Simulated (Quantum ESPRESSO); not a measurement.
# SrO (Fm-3m): from strain to phonon shift

Aim: the phonon deformation potentials p and q of SrO (Fm-3m), tested on a biaxially strained cell.

Method: DFT PBE, scalar-relativistic, plane waves, GBRV ultrasoft pseudopotentials, in Quantum ESPRESSO 7.5.

The database entry behind the starting cell differs from later determinations by our own check (about 0.5 % short), so it need not match the best structure at ambient conditions.

### Step 1. Set-up

It takes space group Fm-3m (No. 225, cubic). The conventional cell has a = 5.196 Å, b = 5.196 Å, c = 5.196 Å, α = 90.00°, β = 90.00°, γ = 90.00°. Nearest to Sr lie 6 O at 2.60 Å. O has 6 Sr at 2.60 Å nearest. Farther neighbours and most contacts between anions are not listed.

As a file:

```cif
data_structure
_symmetry_space_group_name_H-M 'P 1'
_symmetry_Int_Tables_number 1
_cell_length_a 3.6742
_cell_length_b 3.6742
_cell_length_c 3.6742
_cell_angle_alpha 60.000
_cell_angle_beta 60.000
_cell_angle_gamma 60.000
_cell_volume 35.07
loop_
_atom_site_label
_atom_site_type_symbol
_atom_site_fract_x
_atom_site_fract_y
_atom_site_fract_z
_atom_site_occupancy
Sr1 Sr 0.50000 0.50000 0.50000 1
O2 O 0.00000 0.00000 0.00000 1
```

This is the cell after its relaxation at this level of theory, not the database cell from which that began.

### Step 2. Uniaxial strain

The relaxed cell is stretched along z alone. This keeps all atoms on sites fixed by symmetry and splits the threefold mode into a singlet, polarised along z, and a doublet. The macroscopic field is left out, so these are transverse modes. Cutoff 55 Ry, k mesh 8×8×8.

From the response at ε_zz = 0.01:

Output:

```text
[banners, grids, parts of the stress and lines that vanish by symmetry left out]
Program PHONON v.7.5
     Reading xml data from directory:

[...]
Exchange-correlation= PBE
                           (   1   4   3   4   0   0   0)
[...]
kinetic-energy cut-off    =      55.0000  Ry
     charge density cut-off    =     440.0000  Ry
     convergence threshold     =      1.0E-18
[...]
Exchange-correlation= PBE
                           (   1   4   3   4   0   0   0)
[...]
q = (   0.0000000   0.0000000   0.0000000 )
     17 Sym.Ops. (with q -> -q+G )
     G cutoff =  542.6950  (  37261 G-vectors)     FFT grid: ( 48, 48, 48)
     G cutoff =  271.3475  (  13243 G-vectors)  smooth grid: ( 36, 36, 36)
     number of k points=    59
[...]
Mode symmetry, D_4h(4/mmm) point group:
[...]
Representation #   1 mode #   1
[...]
End of self-consistent calculation
     Convergence has been achieved
     Representation #   2 mode #   2
[...]
End of self-consistent calculation
     Convergence has been achieved
     Representation #   3 modes #   3   4
[...]
End of self-consistent calculation
     Convergence has been achieved
     Representation #   4 modes #   5   6
[...]
End of self-consistent calculation
     Convergence has been achieved
[...]
q = (    0.000000000   0.000000000   0.000000000 )
[...]
freq (    1) =       0.022628 [THz] =       0.754805 [cm-1]
     freq (    2) =       0.022628 [THz] =       0.754805 [cm-1]
     freq (    3) =       0.027976 [THz] =       0.933193 [cm-1]
     freq (    4) =       5.037512 [THz] =     168.033302 [cm-1]
     freq (    5) =       5.743650 [THz] =     191.587529 [cm-1]
     freq (    6) =       5.743650 [THz] =     191.587529 [cm-1]
[...]
Mode symmetry, D_4h(4/mmm) point group:
     freq (   1-   2) =          0.8  [cm-1]   --> E_u  X_5' M_5'  I
     freq (   3-   3) =          0.9  [cm-1]   --> A_2u X_4' M_4'  I
     freq (   4-   4) =        168.0  [cm-1]   --> A_2u X_4' M_4'  I
     freq (   5-   6) =        191.6  [cm-1]   --> E_u  X_5' M_5'  I

   JOB DONE.
```

```tsv
ε_zz	singlet (cm⁻¹)	doublet (cm⁻¹)	σ_zz (GPa)	σ_xx (GPa)
-0.01	211.95	187.72	-1.629	-0.399
-0.005	200.90	188.88	-0.747	-0.157
0	189.94	189.94	0.080	0.080
0.005	178.90	190.80	0.854	0.311
0.01	168.03	191.59	1.578	0.537
```

Stress is counted positive in tension.

### Step 3. The fit

To first order ω² − ω₀² = p ε_zz + q (ε_xx + ε_yy) for the mode along z, and likewise for x and y. With ε_zz alone the singlet gives p and the doublet q.

The linear terms of parabolas through ω² are p = -23.14 ω₀² and q = 2.03 ω₀², with ω₀ = 189.9 cm⁻¹. Those of the stresses are C11 = 160 GPa and C12 = 47 GPa. Under hydrostatic strain p and q imply γ = −(p + 2q)/(6 ω₀²) = 3.18.

A layer held to an in-plane strain ε and free along z takes ε_zz = −2 (C12/C11) ε = -0.584 ε. To first order the singlet then shifts by (q − p C12/C11) ε / ω₀ = 1669 ε cm⁻¹. For ε = 0.006, ε_zz = -0.00350, the formulas for ω² predict 199.69 cm⁻¹ for the singlet and 176.78 cm⁻¹ for the doublet.

### Step 4. A biaxially strained cell

This run was no part of the fit.

Output:

```text
[banners, grids, parts of the stress and lines that vanish by symmetry left out]
[banner, memory and clock lines left out]
Program PHONON v.7.5

[...]
Exchange-correlation= PBE
                           (   1   4   3   4   0   0   0)
[...]
kinetic-energy cut-off    =      55.0000  Ry
     charge density cut-off    =     440.0000  Ry
     convergence threshold     =      1.0E-18
[...]
Exchange-correlation= PBE
                           (   1   4   3   4   0   0   0)
[...]
q = (   0.0000000   0.0000000   0.0000000 )
     17 Sym.Ops. (with q -> -q+G )
     G cutoff =  538.6513  (  37197 G-vectors)     FFT grid: ( 48, 48, 48)
     G cutoff =  269.3257  (  13235 G-vectors)  smooth grid: ( 36, 36, 36)
     number of k points=    59
[...]
Mode symmetry, D_4h(4/mmm) point group:
[...]
Representation #   1 mode #   1
[...]
End of self-consistent calculation
     Convergence has been achieved
     Representation #   2 mode #   2
[...]
End of self-consistent calculation
     Convergence has been achieved
     Representation #   3 modes #   3   4
[...]
End of self-consistent calculation
     Convergence has been achieved
     Representation #   4 modes #   5   6
[...]
End of self-consistent calculation
     Convergence has been achieved
[...]
q = (    0.000000000   0.000000000   0.000000000 )
[...]
freq (    1) =      -0.012710 [THz] =      -0.423965 [cm-1]
     freq (    2) =      -0.012710 [THz] =      -0.423965 [cm-1]
     freq (    3) =       0.008229 [THz] =       0.274506 [cm-1]
     freq (    4) =       5.310925 [THz] =     177.153380 [cm-1]
     freq (    5) =       5.310925 [THz] =     177.153380 [cm-1]
     freq (    6) =       5.983714 [THz] =     199.595221 [cm-1]
[...]
Mode symmetry, D_4h(4/mmm) point group:
     freq (   1-   2) =         -0.4  [cm-1]   --> E_u  X_5' M_5'  I
     freq (   3-   3) =          0.3  [cm-1]   --> A_2u X_4' M_4'  I
     freq (   4-   5) =        177.2  [cm-1]   --> E_u  X_5' M_5'  I
     freq (   6-   6) =        199.6  [cm-1]   --> A_2u X_4' M_4'  I
```

```tsv
mode	predicted (cm⁻¹)	run (cm⁻¹)
singlet	199.69	199.60
doublet	176.78	177.15
```

The stress along z is 0.073 GPa and that in the plane 1.110 GPa; the unstrained cell carries 0.080 GPa.

### Step 5. Results

* p (in units of the squared frequency): -23.14
* q (same units): 2.032
* shift of the singlet per unit of biaxial strain: 1669 cm⁻¹
* C11 and C12: 160 and 47 GPa

**Reading.** To first order, one per cent of tensile biaxial strain moves the singlet of SrO (Fm-3m) by 16.7 cm⁻¹ and the doublet by -21.2 cm⁻¹; the formulas miss the test run by up to 0.37 cm⁻¹. In the rock-salt structure this mode is infrared active and has no first-order Raman line. The third potential, r, needs shear strain, which was not run. These are harmonic values at zero temperature.

[Host names and launcher messages were left out of these logs when they were recorded.]

[Logs are printed without paths, hosts, clocks, repeated set-up lines and the standing remarks that a program may print on its own settings, such as how far it seeks lower states.]

[Hosts, paths, dates, database ids (printed as entryN), source tags and the programs' standing remarks are cut or masked in the printed files.]
